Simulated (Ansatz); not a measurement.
# P on Pt(111): change of the work function, part 3 of 4

Aim: the work function of Pt(111) at several coverages of P (fcc site), and the dipole that each adsorbate carries.

Ansatz 0.2.0; plane-wave DFT, PBE, Ansatz PAW.

So far, work function, upper face (eV): step 2 (the clean slab) 5.70; step 3 (37 atoms, coverage 0.111 ML, cell 3x3) 5.42.

**4. Adsorbate added, k-mesh 6×6×1, coverage 0.25 ML**

System of this step: PPt16 (P/Pt(111)). The cell holds 17 atoms: 16 Pt and 1 P. Cell: a = 5.544 Å, b = 5.544 Å, c = 26.830 Å, α = 90.0°, β = 90.0°, γ = 60.0°. Vacuum lies along c.

Another coverage, to see how the dipoles act on each other as their distance changes.

Contents of input.yaml:

```yaml
crystal:
  lattice:
    - [5.5437171645, 1.0e-10, 0.0]
    - [2.7718585822, 4.8009998959, 0.0]
    - [0.0, 0.0, 26.8299262904]
  atoms:
    - { symbol: Pt, position: [0.0, 0.0, 0.3354463185] }
    - { symbol: Pt, position: [0.1666666667, 0.1666666667, 0.4198003727] }
    - { symbol: Pt, position: [0.3333333333, 0.3333333333, 0.5057774816] }
    - { symbol: Pt, position: [0.0, 0.0, 0.5928265803] }
    - { symbol: Pt, position: [0.0, 0.5, 0.3354463185] }
    - { symbol: Pt, position: [0.1666666667, 0.6666666667, 0.4198003727] }
    - { symbol: Pt, position: [0.3333333333, 0.8333333333, 0.5057774816] }
    - { symbol: Pt, position: [0.0, 0.5, 0.5928265803] }
    - { symbol: Pt, position: [0.5, 0.0, 0.3354463185] }
    - { symbol: Pt, position: [0.6666666667, 0.1666666667, 0.4198003727] }
    - { symbol: Pt, position: [0.8333333333, 0.3333333333, 0.5057774816] }
    - { symbol: Pt, position: [0.5, 0.0, 0.5928265803] }
    - { symbol: Pt, position: [0.5, 0.5, 0.3354463185] }
    - { symbol: Pt, position: [0.6666666667, 0.6666666667, 0.4198003727] }
    - { symbol: Pt, position: [0.8333333333, 0.8333333333, 0.5057774816] }
    - { symbol: Pt, position: [0.5, 0.5, 0.5928265803] }
    - { symbol: P, position: [0.1666666667, 0.1666666667, 0.6645536815] }
kpoints:
  mp_grid: { grid: [6, 6, 1] }
hamiltonian:
  xc: pbe
scf:
  occupations: { method: fermi_dirac, width: 0.1 }
  convergence: { dr2_threshold: 1.0e-08 }
efield:
  axis: 3
  dipole_correction: true
  ramp_position: 0.97
  ramp_width: 0.06
relax:
  f_tol: 0.02
  max_steps: 60
  constraints: [{ sites: [0, 1, 4, 5, 8, 9, 12, 13] }]
output:
  dos: { projected: true, e_range: [-8, 4] }
  write_potential: true
  write_density: true
  volumetric_format: npy
  elf: true
```

The run is started by

```sh
ansatz run input.yaml --threads 4 --pin off --max-ram 16384MiB --backend cpu --events-out ev --progress --plain --runs-dir out
```

Numbers of over 12 decimals in the logs are rounded to 6 here.

Log:

```text
[...]
Crystal: 17 atoms, lattice volume = 714.089 Å³
Basis set: ecut = 420 eV, 13997 PW (Γ), exchange–correlation on 80×80×360 points (8 copies of the dense FFT grid, shifted against one another)
Bands: 176, of which v1, the nominal top of the filled ones, is band 147 counted from 1 (146 counted from 0)
Symmetry: 6 space group operations
[...]
k-points: 7 of 36 (time reversal used)
[...]
SCF iter   1: F=—  HF=-201120.837019 eV  |F-HF|=—  |Δ(HF+E_count)|=         —  Δρ=5.66e-3  dr2=1.69e0  ethr=1.77e-3  p=0.074 e·Å  D=1.88e-2 V/Å  ΔV_dip=-0.51 eV  dr2_dipole=3.33e-1  V_vac-E_F(+/−)=4.74/5.25 eV  ⟨swp⟩=7.1  Hψ=5164  notcnv=0  defer=55
[...]
SCF iter  13: F=-201120.828238 eV  HF=-201120.828238 eV  |F-HF|=3.09e-9  |Δ(HF+E_count)|=   1.23e-8  Δρ=4.01e-7  dr2=3.20e-9  ethr=3.41e-12  p=0.106 e·Å  D=2.67e-2 V/Å  ΔV_dip=-0.72 eV  dr2_dipole=1.44e-10  V_vac-E_F(+/−)=4.96/5.67 eV  ⟨swp⟩=16.4  Hψ=9323  notcnv=0
SCF 1 converged in 13 iterations: F = -201120.828238 eV  dr2 = 3.20e-9
[...]
relax step   1: F+E_penalty+E_count = -201120.82823762 eV  Δ(F+E_penalty+E_count) = +0.000e0 eV  max|allowed force component| = 3.583e0 eV/Å  Δτ_max = 0.0000 Å  (13 SCF iters, accepted)
[...]
SCF iter  12: F=-201121.522080 eV  HF=-201121.522080 eV  |F-HF|=7.74e-9  |Δ(HF+E_count)|=   1.40e-8  Δρ=4.16e-7  dr2=3.12e-9  ethr=3.41e-12  p=0.086 e·Å  D=2.19e-2 V/Å  ΔV_dip=-0.59 eV  dr2_dipole=2.57e-10  V_vac-E_F(+/−)=5.09/5.68 eV  ⟨swp⟩=14.6  Hψ=8362  notcnv=0
SCF 2 converged in 12 iterations: F = -201121.522080 eV  dr2 = 3.12e-9
[...]
relax step   2: F+E_penalty+E_count = -201121.52207981 eV  Δ(F+E_penalty+E_count) = -6.938e-1 eV  max|allowed force component| = 1.115e0 eV/Å  Δτ_max = 0.1959 Å  (12 SCF iters, accepted)
SCF iter   1: F=—  HF=-201121.579945 eV  |F-HF|=—  |Δ(HF+E_count)|=         —  Δρ=3.15e-3  dr2=4.94e-2  ethr=1.06e-4  p=0.086 e·Å  D=2.19e-2 V/Å  ΔV_dip=-0.59 eV  dr2_dipole=5.80e-4  V_vac-E_F(+/−)=5.09/5.68 eV  ⟨swp⟩=3.9  Hψ=3223  notcnv=0  defer=83
[...]
SCF iter  11: F=-201121.572178 eV  HF=-201121.572178 eV  |F-HF|=1.39e-8  |Δ(HF+E_count)|=   2.89e-8  Δρ=5.17e-7  dr2=4.02e-9  ethr=3.41e-12  p=0.083 e·Å  D=2.11e-2 V/Å  ΔV_dip=-0.57 eV  dr2_dipole=2.17e-10  V_vac-E_F(+/−)=5.12/5.68 eV  ⟨swp⟩=15.0  Hψ=8573  notcnv=0
SCF 3 converged in 11 iterations: F = -201121.572178 eV  dr2 = 4.02e-9
relax step   3: F+E_penalty+E_count = -201121.57217821 eV  Δ(F+E_penalty+E_count) = -5.010e-2 eV  max|allowed force component| = 2.547e-1 eV/Å  Δτ_max = 0.0519 Å  (11 SCF iters, accepted)
[...]
relax step   4: F+E_penalty+E_count = -201121.57664773 eV  Δ(F+E_penalty+E_count) = -4.470e-3 eV  max|allowed force component| = 2.523e-2 eV/Å  Δτ_max = 0.0126 Å  (9 SCF iters, accepted)
SCF iter   1: F=—  HF=-201121.576369 eV  |F-HF|=—  |Δ(HF+E_count)|=         —  Δρ=1.29e-4  dr2=6.12e-5  ethr=2.41e-7  p=0.083 e·Å  D=2.09e-2 V/Å  ΔV_dip=-0.56 eV  dr2_dipole=7.54e-7  V_vac-E_F(+/−)=5.12/5.68 eV  ⟨swp⟩=2.3  Hψ=2177  notcnv=0
[...]
SCF iter   7: F=-201121.576752 eV  HF=-201121.576752 eV  |F-HF|=9.58e-9  |Δ(HF+E_count)|=   2.89e-8  Δρ=4.56e-7  dr2=3.69e-9  ethr=3.41e-12  p=0.083 e·Å  D=2.10e-2 V/Å  ΔV_dip=-0.56 eV  dr2_dipole=2.69e-11  V_vac-E_F(+/−)=5.12/5.68 eV  ⟨swp⟩=11.0  Hψ=8218  notcnv=0
SCF 5 converged in 7 iterations: F = -201121.576752 eV  dr2 = 3.69e-9
relax step   5: F+E_penalty+E_count = -201121.57675230 eV  Δ(F+E_penalty+E_count) = -1.046e-4 eV  max|allowed force component| = 1.128e-3 eV/Å  Δτ_max = 0.0019 Å  (7 SCF iters, accepted)
[...]
SCF converged after 7 iterations
Free energy (F): -201121.576752 eV
[...]
Internal energy: -201120.798172 eV  (E = F + TS)
E sigma→0 (E₀):  -201121.187462 eV
Entropy (-TS):   -0.778580 eV (-45.799 meV/atom)
Fermi energy:    4.632243 eV
Dipole field:    D = 0.020973 V/Å  (p = 0.082767 e·Å, saw-weighted, corrected)
Work function:   Φ+ = 5.1177 eV   Φ− = 5.6804 eV
[...]
--- Forces (eV/Å), atoms counted from 1 ---
  atom   1  Pt     0.01001873     0.00578431    -0.50416401
  atom   2  Pt     0.00000000    -0.00000000     0.61838067
  atom   3  Pt     0.00018202     0.00010509    -0.00032898
  atom   4  Pt     0.00033436     0.00019304     0.00024219
  atom   5  Pt     0.00000000    -0.01156863    -0.50416401
  atom   6  Pt    -0.01554573     0.00897533     0.48289356
  atom   7  Pt     0.00000000    -0.00021018    -0.00032898
  atom   8  Pt     0.00000000    -0.00038608     0.00024219
  atom   9  Pt    -0.01001873     0.00578431    -0.50416401
  atom  10  Pt     0.00000000    -0.01795067     0.48289356
  atom  11  Pt    -0.00018202     0.00010509    -0.00032898
  atom  12  Pt    -0.00033436     0.00019304     0.00024219
  atom  13  Pt    -0.00000000     0.00000000    -0.55550276
  atom  14  Pt     0.01554573     0.00897533     0.48289356
  atom  15  Pt    -0.00000000     0.00000000     0.00036436
  atom  16  Pt    -0.00000000     0.00000000    -0.00027059
  atom  17  P     -0.00000000     0.00000000     0.00112805
  max |Σ_I F_I| component: 2.80e-5 eV/Å
--- Band table (eV; the first three rows and the last of 7) ---
  k-point 0: bands = [... 143 lower, 4.8997, 4.8997, 4.9671, 4.9946, 5.0145, 5.0145, 5.2320, 5.2320, ... 25 higher]
  k-point 1: bands = [... 143 lower, 4.5957, 4.6735, 4.7459, 4.8129, 4.8867, 4.9426, 4.9606, 5.1662, ... 25 higher]
  k-point 2: bands = [... 143 lower, 4.2020, 4.4525, 4.5226, 4.5561, 4.6395, 4.7458, 4.8783, 4.9761, ... 25 higher]
  k-point 6: bands = [... 143 lower, 4.2018, 4.2151, 4.2192, 4.2206, 4.2741, 4.3123, 4.3239, 4.3588, ... 25 higher]
--- Relaxed structure (5 steps of the walk, 5 accepted, 0 SCFs on fresh bases) ---
  F+E_penalty+E_count = -201121.57675230 eV   max|allowed force component| = 1.128e-3 eV/Å
  atoms:
    - { symbol: Pt, position: [-1.7959490104491818e-17, -1.795949010449182e-17, 0.335446] }
    - { symbol: Pt, position: [0.166667, 0.166667, 0.4198003727] }
    - { symbol: Pt, position: [0.332876, 0.332876, 0.506477] }
    - { symbol: Pt, position: [-0.00436815, -0.00436815, 0.597193] }
    - { symbol: Pt, position: [0.0, 0.5, 0.335446] }
    - { symbol: Pt, position: [0.166667, 0.666667, 0.4198003727] }
    - { symbol: Pt, position: [0.332876, 0.834248, 0.506477] }
    - { symbol: Pt, position: [-0.00436815, 0.508736, 0.597193] }
    - { symbol: Pt, position: [0.500000, -1.7959490104895715e-17, 0.335446] }
    - { symbol: Pt, position: [0.666667, 0.166667, 0.4198003727] }
    - { symbol: Pt, position: [0.834248, 0.332876, 0.506477] }
    - { symbol: Pt, position: [0.508736, -0.00436815, 0.597193] }
    - { symbol: Pt, position: [0.500000, 0.5, 0.335446] }
    - { symbol: Pt, position: [0.666667, 0.666667, 0.4198003727] }
    - { symbol: Pt, position: [0.833333, 0.833333, 0.507222] }
    - { symbol: Pt, position: [0.500000, 0.5, 0.592022] }
    - { symbol: P, position: [0.166667, 0.166667, 0.655722] }
```

Wall time 2.5 min (4 threads of Arm Neoverse V1, shared host); peak memory 3 GiB; 10 min of CPU time.

Relaxation path:

| step | energy less that of the first step (eV) | largest force component (eV/Å) |
| --- | --- | --- |
| 1 | 0.0000 | 3.5825 |
| 2 | -0.6938 | 1.1153 |
| 3 | -0.7439 | 0.2547 |
| 4 | -0.7484 | 0.0252 |
| 5 | -0.7485 | 0.0011 |

Forces are held to the 6 operations that the run works with; a distortion that breaks them can't arise in this run.

The atoms that moved most (Å):

```
atom      dx      dy      dz  length
 P17   0.000   0.000  -0.237   0.237
Pt12   0.036  -0.021   0.117   0.124
 Pt8   0.000   0.042   0.117   0.124
 Pt4  -0.036  -0.021   0.117   0.124
Pt15   0.000   0.000   0.039   0.039
Pt16   0.000   0.000  -0.022   0.022
Pt11   0.004  -0.002   0.019   0.019
 Pt3  -0.004  -0.002   0.019   0.019
```

The relaxed structure:

```xyz
17
Lattice="5.5437 0.0000 0.0000 2.7719 4.8010 0.0000 0.0000 0.0000 26.8299" Properties=species:S:1:pos:R:3
Pt    0.0000    0.0000    9.0000
Pt    1.3859    0.8002   11.2632
Pt    2.7681    1.5981   13.5887
Pt   -0.0363   -0.0210   16.0226
Pt    1.3859    2.4005    9.0000
Pt    2.7719    3.2007   11.2632
Pt    4.1578    4.0052   13.5887
Pt    1.3859    2.4424   16.0226
Pt    2.7719    0.0000    9.0000
Pt    4.1578    0.8002   11.2632
Pt    5.5475    1.5981   13.5887
Pt    2.8082   -0.0210   16.0226
Pt    4.1578    2.4005    9.0000
Pt    5.5437    3.2007   11.2632
Pt    6.9296    4.0008   13.6087
Pt    4.1578    2.4005   15.8839
P     1.3859    0.8002   17.5930
```

Numbers from this step:

```
energy at zero smearing        : -201121.1875 eV
work function, upper face      : 5.118 eV
work function, lower face      : 5.680 eV
dipole along the normal        : 0.08277 e·Å
step between the vacuum levels : -0.5627 eV
```

The density of states has structure finer than the step of the table below, so its rows give means over 0.25 eV, whole bins alone (the curve runs from -8 to 1.98 eV). Peaks (eV: height): -4.870: 49.0, -3.190: 56.6, -3.040: 42.9, -2.950: 46.3, -2.080: 43.5, -0.780: 42.0, -0.690: 50.5.

Table of density of states by energy, zero at the Fermi level; means over each step:

energy (eV), density of states (states/eV a cell) and a bar:
```
    -7.75        2.6 
    -7.50        2.2 
    -7.25        3.0 #
    -7.00        4.2 ##
    -6.75        8.1 ######
    -6.50       14.2 ############
    -6.25       14.5 ############
    -6.00       19.6 #################
    -5.75       26.4 ########################
    -5.50       21.6 ###################
    -5.25       17.2 ###############
    -5.00       19.9 #################
    -4.75       20.5 ##################
    -4.50       23.5 #####################
    -4.25       22.8 ####################
    -4.00       25.9 #######################
    -3.75       28.8 ##########################
    -3.50       25.9 #######################
    -3.25       32.7 ##############################
    -3.00       32.2 #############################
    -2.75       23.1 #####################
    -2.50       21.2 ###################
    -2.25       20.7 ##################
    -2.00       26.7 ########################
    -1.75       23.1 #####################
    -1.50       25.2 #######################
    -1.25       25.0 ######################
    -1.00       23.0 ####################
    -0.75       25.1 #######################
    -0.50       23.4 #####################
    -0.25       26.3 ########################
     0.00       25.6 #######################
     0.25       19.4 #################
     0.50        7.1 #####
     0.75        9.3 #######
     1.00        5.9 ####
     1.25        5.2 ###
     1.50        4.4 ##
     1.75        4.0 ##
```

Projected DOS per atom over height of the atomic layer and energy from the Fermi level. Layers: Pt4 Pt4 Pt4 Pt4 P from below.

Ten even steps from '0' (0.06 states/eV) to '9' (2.46 states/eV), each cell a mean:
```
00001
00002
11114
22222
68631
76641
64451
74561
63662
54461
85552
97772
66672
45662
44552
34352
46541
36541
14431
01110
00000
00000
```
Columns: height of the atomic layer (Å) from 9 to 17.6 (not evenly spaced); rows upwards: energy from the Fermi level (eV) from -7.96 to 1.95.

ELF in the ca plane at fractional y = 0.167, with atoms of Pt and P within 0.2 Å of it. It is the smooth field of the valence electrons, not physical close to the nuclei.

Ten even steps from '0' (0.00) to '9' (0.97), each cell a mean:
```
44322222222244432233433456665421000000000000
44322222222244432233433332221100000000000000
33222344322233322223332211000000000000000000
22222466532222221122222210000000000000000000
22222566642222211112222110000000000000000000
22222566642222221122222110000000000000000000
32222455432222221122322210000000000000000000
33322233222233322233333221110000000000000000
44322222222244432233433344443210000000000000
33322233322234322223334677887531000000000000
22222455432222221122235667999753100000000000
22222566642222221112235303999874100000000000
22223566642222211112245202999974100000000000
22222466532222221122236535999863100000000000
33222344322233322222334678898742100000000000
```
Columns run along c (16.0 Å, from fractional 0.33 to 0.92 of the cell), rows up along a (5.5 Å). Atoms in or near the plane, at fractional coordinates: Pt at (0.42, 0.17), Pt at (0.42, 0.67), P at (0.66, 0.17).

Valence density in the ca plane at fractional y = 0.167, with atoms of Pt and P within 0.2 Å of it. It is the smooth field of the valence electrons, not physical close to the nuclei.

Ten steps, logarithmic in the rise over the least value, from '0' (0 e/Å³) to '9' (11 e/Å³), each cell a mean:
```
66432233322356543245654322100000000000000000
66432233322356543245653211000000000000000000
44333466532345432234443110000000000000000000
33324689853233322223332100000000000000000000
22224899963222221122221100000000000000000000
33224799863222221122322100000000000000000000
44333577643234332233432100000000000000000000
55432344332345542235553210000000000000000000
66532233222356643345653221100000000000000000
55432344432355542234544333210000000000000000
33333578643334332223334444321000000000000000
22224799863223221122334423431000000000000000
22224899963222221112234313431000000000000000
33324689853233321123334433421000000000000000
44433466532344432234444433310000000000000000
```
Columns run along c (16.0 Å, from fractional 0.33 to 0.92 of the cell), rows up along a (5.5 Å). Atoms in or near the plane, at fractional coordinates: Pt at (0.42, 0.17), Pt at (0.42, 0.67), P at (0.66, 0.17).

Electrostatic potential energy in the ca plane at fractional y = 0.167, with atoms of Pt and P within 0.2 Å of it. With pseudopotentials it is smooth inside the atoms' cores, unlike the true potential.

Ten even steps from '0' (-57 eV) to '9' (10 eV), each cell a mean:
```
45789988899864579986568999999999999999999999
55789988899864579986568999999999999999999999
77898754689877789987779999999999999999999999
88998300168998899998899999999999999999999999
99997100048999999999999999999999999999999999
99997200058999999999999999999999999999999999
88898521479988899998889999999999999999999999
56789877899875689986568999999999999999999999
44789988999864579985468999999999999999999999
66799877899875689987678888999999999999999999
88898521479988899998888534799999999999999999
99997200058999999999986100489999999999999999
99997100048999999999986100389999999999999999
88998300168998899999887312589999999999999999
77898754689877789987778767899999999999999999
```
Columns run along c (16.0 Å, from fractional 0.33 to 0.92 of the cell; values clipped at the 3rd and 97th percentile), rows up along a (5.5 Å). Atoms in or near the plane, at fractional coordinates: Pt at (0.42, 0.17), Pt at (0.42, 0.67), P at (0.66, 0.17).

The relaxation took 5 steps and lowered the energy by 0.75 eV; the largest force on the free atoms ends at 0.0011 eV/Å.

By hand: a sheet of dipoles makes a step −p/(ε₀A) in the electron's potential. With e/ε₀ = 180.95 V·Å, p = 0.08277 e·Å and A = 26.62 Å², that is −180.95 × (0.08277) / 26.62 = -0.563 eV, and the two vacuum levels of the run differ by -0.563 eV.

The covered face has 5.12 eV, -0.59 eV against the clean one; the bare back face has moved by +0.01 eV, a measure of how thin the slab is.

**5. Adsorbate added, k-mesh 6×6×1, coverage 0.5 ML**

System of this step: PPt8 (P/Pt(111)). The cell holds 18 atoms: 16 Pt and 2 P. Its edges and angles: a = 5.544 Å, b = 5.544 Å, c = 26.830 Å, α = 90.0°, β = 90.0°, γ = 60.0°. Vacuum lies along c.

Another coverage, to see how the dipoles act on each other as their distance changes.

input.yaml, as its differences from that of step 4:

```diff
@@ -23,2 +23,3 @@
     - { symbol: P, position: [0.1666666667, 0.1666666667, 0.6645536815] }
+    - { symbol: P, position: [0.6666666667, 0.1666666667, 0.6645536815] }
 kpoints:
```

Log:

```text
[...]
Crystal: 18 atoms, lattice volume = 714.089 Å³
Basis set: ecut = 420 eV, 13997 PW (Γ), exchange–correlation on 80×80×360 points (8 copies of the dense FFT grid, shifted against one another)
Bands: 179, of which v1, the nominal top of the filled ones, is band 149 counted from 1 (148 counted from 0)
Symmetry: 4 space group operations
[...]
- { symbol: Pt, position: [0.500000, 0.500000, 0.335446] }
    - { symbol: Pt, position: [0.666667, 0.666667, 0.419800] }
    - { symbol: Pt, position: [0.836145, 0.827711, 0.508197] }
    - { symbol: Pt, position: [0.504887, 0.490226, 0.595333] }
    - { symbol: P, position: [0.158673, 0.182654, 0.659644] }
    - { symbol: P, position: [0.658673, 0.182654, 0.659644] }
[key lines of the parts left out:]
SCF converged after 11 iterations
Free energy (F): -201877.836830 eV
Fermi energy:    5.024520 eV
Dipole field:    D = 0.028431 V/Å  (p = 0.112199 e·Å, saw-weighted, corrected)
Work function:   Φ+ = 4.9488 eV   Φ− = 5.7116 eV
```

Run time: 5.6 min. Hardware: 4 threads; peak memory 3.4 GiB.

Relaxation path:

```csv
step,energy less that of the first step (eV),largest force component (eV/Å)
1,0.0000,2.1404
2,-0.6891,0.8769
3,-0.7627,0.3148
4,-0.7596,0.1333
5,-0.7760,0.0161
```

Relaxation step 4 was tried and not accepted.

The run keeps the 4 symmetry operations that it works with, so distortions that break them were not tested.

The atoms that moved most (Å):

```csv
atom,dx,dy,dz,length
Pt4,0.000,-0.117,0.161,0.199
Pt12,0.000,-0.117,0.161,0.199
P18,0.000,0.077,-0.132,0.152
P17,0.000,0.077,-0.132,0.152
Pt16,0.000,-0.047,0.067,0.082
Pt8,0.000,-0.047,0.067,0.082
Pt7,0.000,-0.027,0.065,0.070
Pt15,0.000,-0.027,0.065,0.070
```

Final coordinates:

```cif
data_structure
_symmetry_space_group_name_H-M 'P 1'
_symmetry_Int_Tables_number 1
_cell_length_a 5.5437
_cell_length_b 5.5437
_cell_length_c 26.8299
_cell_angle_alpha 90.000
_cell_angle_beta 90.000
_cell_angle_gamma 60.000
_cell_volume 714.09
loop_
_atom_site_label
_atom_site_type_symbol
_atom_site_fract_x
_atom_site_fract_y
_atom_site_fract_z
_atom_site_occupancy
Pt1 Pt 0.00000 0.00000 0.33545 1
Pt2 Pt 0.16667 0.16667 0.41980 1
Pt3 Pt 0.33657 0.32685 0.50633 1
Pt4 Pt 0.01224 0.97553 0.59882 1
Pt5 Pt 0.00000 0.50000 0.33545 1
Pt6 Pt 0.16667 0.66667 0.41980 1
Pt7 Pt 0.33614 0.82771 0.50820 1
Pt8 Pt 0.00489 0.49023 0.59533 1
Pt9 Pt 0.50000 0.00000 0.33545 1
Pt10 Pt 0.66667 0.16667 0.41980 1
Pt11 Pt 0.83657 0.32685 0.50633 1
Pt12 Pt 0.51224 0.97553 0.59882 1
Pt13 Pt 0.50000 0.50000 0.33545 1
Pt14 Pt 0.66667 0.66667 0.41980 1
Pt15 Pt 0.83614 0.82771 0.50820 1
Pt16 Pt 0.50489 0.49023 0.59533 1
P17 P 0.15867 0.18265 0.65964 1
P18 P 0.65867 0.18265 0.65964 1
```

The density of states has structure finer than the step of the table below, so its rows give means over 0.5 eV, whole bins alone (the curve runs from -8 to 1.98 eV). Peaks (eV: height): -4.69: 41.8, -4.21: 36.3, -3.94: 35.7, -3.28: 42.1, -2.98: 40.4, -2.92: 38.7, -0.45: 44.7.

The density of states by energy, zero at the Fermi level; means over each step:

energy (eV), density of states (states/eV a cell) and a bar from the least value:
```
     -7.5        3.1 
     -7.0        7.5 #####
     -6.5       13.0 ###########
     -6.0       20.1 ###################
     -5.5       24.4 ########################
     -5.0       17.0 ################
     -4.5       23.3 #######################
     -4.0       28.8 #############################
     -3.5       27.9 ############################
     -3.0       29.6 ##############################
     -2.5       24.2 ########################
     -2.0       23.7 #######################
     -1.5       25.5 #########################
     -1.0       20.7 ####################
     -0.5       24.5 ########################
      0.0       24.6 ########################
      0.5        9.9 ########
      1.0        7.6 #####
      1.5        5.8 ###
```

The relaxation took 5 steps and lowered the energy by 0.78 eV; the largest force on the free atoms ends at 0.016 eV/Å.

The covered face has 4.95 eV, -0.75 eV against the clean one; the bare back face has moved by +0.04 eV, a measure of how thin the slab is.

[end of part 3 of 4]

[Logs are printed without paths, hosts, clocks, repeated set-up lines and the standing remarks that a program may print on its own settings, such as how far it seeks lower states.]

[Hosts, paths, dates, database ids (printed as entryN), source tags and the programs' standing remarks are cut or masked in the printed files.]

[Maps of the electrostatic potential energy from Ansatz leave out the sawtooth potential of an applied field or a dipole correction, so their vacuum need not be flat; planar profiles and work functions include it.]

[The density of states shown here was stored with 400 of the rows of the run's finer table, so its peaks can read low, often by over a quarter, or be missed, and its means over a window can be off by a tenth or more.]
